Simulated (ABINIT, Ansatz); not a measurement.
## Quasiparticle gap of Ba2ScCuO4 (P4/mmm) in ABINIT

Wanted: ground state, empty states, screening and self-energy for Ba2ScCuO4 (P4/mmm).

Calculated with ABINIT 10.8.3; PBEsol and many-body steps on it, plane waves.

Most raw output is cut from this account.

In doubt: a PseudoDojo file used here is known to give poor structures and forces, which bears on pressures, cells, forces and phonons.

### Step 1. The structure

It takes space group P4/mmm (No. 123, tetragonal). The conventional cell has a = 4.177 Å, b = 4.177 Å, c = 8.079 Å, α = 90.00°, β = 90.00°, γ = 90.00°. Nearest to Ba lie 8 O at 2.81 to 2.97 Å. Sc has 6 O at 2.09 to 2.22 Å nearest. Nearest to Cu lie 2 O at 1.82 Å. Nearest to O lie 2 Sc at 2.09 Å and 4 Ba at 2.81 Å. Nearest to O lie 1 Cu at 1.82 Å and 1 Sc at 2.22 Å and 4 Ba at 2.97 Å. Farther neighbours and most contacts between anions are not listed.

Structure file:

```cif
data_structure
_symmetry_space_group_name_H-M 'P 1'
_symmetry_Int_Tables_number 1
_cell_length_a 4.1770
_cell_length_b 4.1770
_cell_length_c 8.0789
_cell_angle_alpha 90.000
_cell_angle_beta 90.000
_cell_angle_gamma 90.000
_cell_volume 140.95
loop_
_atom_site_label
_atom_site_type_symbol
_atom_site_fract_x
_atom_site_fract_y
_atom_site_fract_z
_atom_site_occupancy
Ba1 Ba 0.50000 0.50000 0.76798 1
Ba2 Ba 0.50000 0.50000 0.23202 1
Sc3 Sc 0.00000 0.00000 0.00000 1
Cu4 Cu 0.00000 0.00000 0.50000 1
O5 O 0.00000 0.50000 0.00000 1
O6 O 0.50000 0.00000 0.00000 1
O7 O 0.00000 0.00000 0.72467 1
O8 O 0.00000 0.00000 0.27533 1
```

The cell and positions are those that the Materials Project relaxed with its own functionals (PBE, PBE+U or r2SCAN), kept fixed. Spin-orbit coupling is left out unless a step names it.

### Step 2. Ground state

This step: ABINIT 10.8.3; DFT, PBEsol, plane waves, norm-conserving pseudopotentials.

The ground-state density comes first.

run.abi reads:

```
acell 3*1.0 Angstrom
rprim 
  4.176956000000 0.000000000000 0.000000000000
  0.000000000000 4.176956000000 0.000000000000
  0.000000000000 0.000000000000 8.078857000000
ntypat 4
znucl 56 21 29 8
natom 8
typat 1 1 2 3 4 4 4 4
xred 
  0.500000000000 0.500000000000 0.767977000000
  0.500000000000 0.500000000000 0.232023000000
  0.000000000000 0.000000000000 0.000000000000
  0.000000000000 0.000000000000 0.500000000000
  0.000000000000 0.500000000000 0.000000000000
  0.500000000000 0.000000000000 0.000000000000
  0.000000000000 0.000000000000 0.724671000000
  0.000000000000 0.000000000000 0.275329000000
pp_dirpath "pseudos"
pseudos "Ba.upf, Sc.upf, Cu.upf, O.upf"
ecut 42
ngkpt 6 6 4
nshiftk 1
shiftk 0 0 0
kptopt 1
chksymbreak 0
nband 45
occopt 1
tolvrs 1e-10
nstep 60
prtwf 0
optforces 0
optstress 0
indata_prefix "in"
outdata_prefix "out"
tmpdata_prefix "tmp"
```

The run is started by

```bash
> OMP_NUM_THREADS=1 mpirun -n 4 abinit run.abi > log
```

The job ended after 7 min (4 MPI ranks of Arm Neoverse V1, shared host; peak memory 0.74 GiB; 28 min of CPU time).

Numbers from this step:

| Quantity | Value |
| --- | --- |
| total energy | -9805.5050 eV |
| gap | 1.933 eV |
| k of the valence top | 0, 0, 0.5 |
| k of the conduction bottom | 0.5, 0, 0 |
| least direct gap | 1.995 eV |

The gap is indirect, with the least direct gap 0.06 eV higher.

### Step 3. Empty states on the mesh, 2×2×1 mesh, 116 bands

The sums over transitions need many empty states on a uniform mesh; this step solves for them.

Changes to run.abi since step 2:

```diff
@@ -21,3 +21,3 @@
 ecut 42
-ngkpt 6 6 4
+ngkpt 2 2 1
 nshiftk 1
@@ -26,9 +26,10 @@
 chksymbreak 0
-nband 45
-occopt 1
-tolvrs 1e-10
+iscf -2
+irdden 1
+istwfk *1
+nband 116
+nbdbuf 10
+tolwfr 1e-09
 nstep 60
-prtwf 0
-optforces 0
-optstress 0
+prtvol 0
 indata_prefix "in"
```

Elapsed: 53 s, on 4 MPI ranks; peak memory 0.45 GiB.

This step gave:

* gap: 1.956 eV
* k of the valence top: 0.5, 0.5, 0
* k of the conduction bottom: 0.5, 0, 0
* least direct gap: 1.995 eV
* k points computed: 3
* lowest point of the top converged band, above the valence top: 29.14 eV

On this mesh the gap is 1.956 eV.

### Step 4. Screening, 2×2×1 mesh, 106 bands, screening to 98 eV

The RPA dielectric matrix is built and inverted for each q.

This step: RPA screening on PBEsol, plane waves, norm-conserving pseudopotentials.

Changes to run.abi since step 3:

```diff
@@ -26,10 +26,11 @@
 chksymbreak 0
-iscf -2
-irdden 1
 istwfk *1
-nband 116
-nbdbuf 10
-tolwfr 1e-09
-nstep 60
-prtvol 0
+occopt 1
+irdwfk 1
+optdriver 3
+nband 106
+ecuteps 3.6
+inclvkb 2
+awtr 1
+symchi 1
 indata_prefix "in"
```

Wall time 36 s (4 MPI ranks); peak memory 1.4 GiB; 2.4 min of CPU time.

This step gave:

| Quantity | Value |
| --- | --- |
| ε∞ with local fields, on this mesh, along the program's q direction | 5.200 |
| the same without local fields | 5.811 |
| plasma frequency | 26.91 eV |
| plane waves in the screening matrix | 313 |

Local fields lower ε∞ by 11 %. On a Γ-centred mesh this coarse the value itself is usually too large, while a short band sum pulls it down.

### Step 5. Self-energy, 2×2×1 mesh, 106 bands, screening to 98 eV

The self-energy is evaluated for the states that the input lists, and the levels follow from it, in one-shot runs by the linearised quasiparticle equation.

This step: G0W0 on PBEsol, plane waves, norm-conserving pseudopotentials.

Changes to run.abi since step 4:

```diff
@@ -29,8 +29,19 @@
 irdwfk 1
-optdriver 3
+optdriver 4
 nband 106
+gwcalctyp 0
+ecutsigx 42
+symsigma 1
+nkptgw 3
+kptgw 
+  0.5000000000 0.5000000000 0.0000000000
+  0.5000000000 0.0000000000 0.0000000000
+  0.0000000000 0.0000000000 0.0000000000
+bdgw 
+  36 39
+  36 39
+  36 39
 ecuteps 3.6
-inclvkb 2
-awtr 1
-symchi 1
+irdscr 1
+ppmodel 1
 indata_prefix "in"
```

Run time: 13 s. Hardware: 4 MPI ranks; peak memory 1 GiB.

Numbers from this step:

| Quantity | Value |
| --- | --- |
| G0W0 gap on the points computed | 2.819 eV |
| starting gap on the mesh | 1.956 eV |
| k of the valence top | 0.5, 0.5, 0 |
| k of the conduction bottom | 0.5, 0, 0 |
| Z at the valence top | 0.731 |
| Z at the conduction bottom | 0.826 |
| least direct G0W0 gap on the computed points | 2.837 eV |

The gap on the mesh goes from 1.96 eV to 2.82 eV, a correction of +0.86 eV. The start differs from the 1.93 eV found before because the two sample other k points.

Limits: finite bands, cutoff and mesh; d shell near the gap, gap tends to lie low; no spin-orbit coupling; coarse k mesh. v1 is the top filled band, c1 the lowest empty one. The levels before and after the correction (eV, zero at the valence-band top of each column):

```
           conduction bottom  valence top
Kohn-Sham               1.96         0.00
     G0W0               2.82         0.00
```

```
                       level  energy (eV)
Kohn-Sham  (0.5 0.5 0) v2-v1        0.000
Kohn-Sham  (0.5 0.5 0) c1-c2        2.490
Kohn-Sham       (0.5 0 0) v2       -0.503
Kohn-Sham       (0.5 0 0) v1       -0.039
Kohn-Sham       (0.5 0 0) c1        1.956
Kohn-Sham       (0.5 0 0) c2        3.311
     G0W0  (0.5 0.5 0) v2-v1        0.000
     G0W0  (0.5 0.5 0) c1-c2        3.470
     G0W0       (0.5 0 0) v2       -0.592
     G0W0       (0.5 0 0) v1       -0.018
     G0W0       (0.5 0 0) c1        2.819
     G0W0       (0.5 0 0) c2        4.830
```

### Step 6. Where the time went

Times are wall times on 4 MPI ranks of Arm Neoverse V1, shared host, good to a factor of about two.

```
                    step   time  share  memory (GiB)
            ground state  7 min   80 %          0.74
empty states on the mesh   53 s   10 %          0.45
               screening   36 s    7 %           1.4
             self-energy   13 s    3 %           1.0
```

### Step 7. Summary of results

```json
{
 "PBEsol gap": "1.93 eV, indirect",
 "G0W0 gap on the mesh": "2.82 eV",
 "G0W0 gap over the zone (rigid shift)": "2.80 eV",
 "GW settings": "2×2×1 mesh, 106 bands, screening to 98 eV, Godby-Needs plasmon pole",
 "known limits": "not at the basis limit; d shell near the gap, gap tends to lie low; no spin-orbit coupling; coarse k mesh"
}
```

What this shows: G0W0 moves the gap on the mesh from 1.96 eV to 2.82 eV (+0.86 eV), with Z of 0.73 and 0.83 at the edges. The mesh misses the band edges by 0.02 eV in all; a rigid shift gives 2.80 eV for the zone. Local fields lower the RPA ε∞ on this mesh from 5.81 to 5.20; a Γ-centred mesh this coarse tends to raise both, most where the direct gap is narrow, while a short band sum lowers them. The dearest step here is «ground state». Bands and cutoff are finite, so the gap is not at the basis limit. The miss can reach some tenths of an eV and take either sign; the mesh is an error of its own. The 2×2×1 mesh is coarse for this cell, which bears on the long-range parts of exchange and screening. A d shell, filled or nearly so, lies near the gap. One-shot GW converges very slowly in bands there, not always from below, and on a semilocal start the gap tends to come out low; starts rich in exact exchange can overshoot instead. The many-body steps are scalar-relativistic: spin-orbit coupling is not in them.

[Paths, hosts, dates, memory and timing lines, banners, echoed tables and standing remarks are left out of the program output.]

[Logs are printed without paths, hosts, clocks, repeated set-up lines and the standing remarks that a program may print on its own settings, such as how far it seeks lower states.]

[Runs of the session that timed out or met a known fault of the program may be left out.]

[Hosts, paths, dates, database ids (printed as entryN), source tags and the programs' standing remarks are cut or masked in the printed files.]

[G0W0 gaps are taken among the corrected bands and points alone; a level outside them can change the order at an edge.]

[Where Ansatz stands beside ABINIT at settings called matched, ABINIT's density can come from a denser mesh and the files from another edition; pairs whose starting gaps differed by over 0.03 eV were left out, so agreement reads better than it is.]
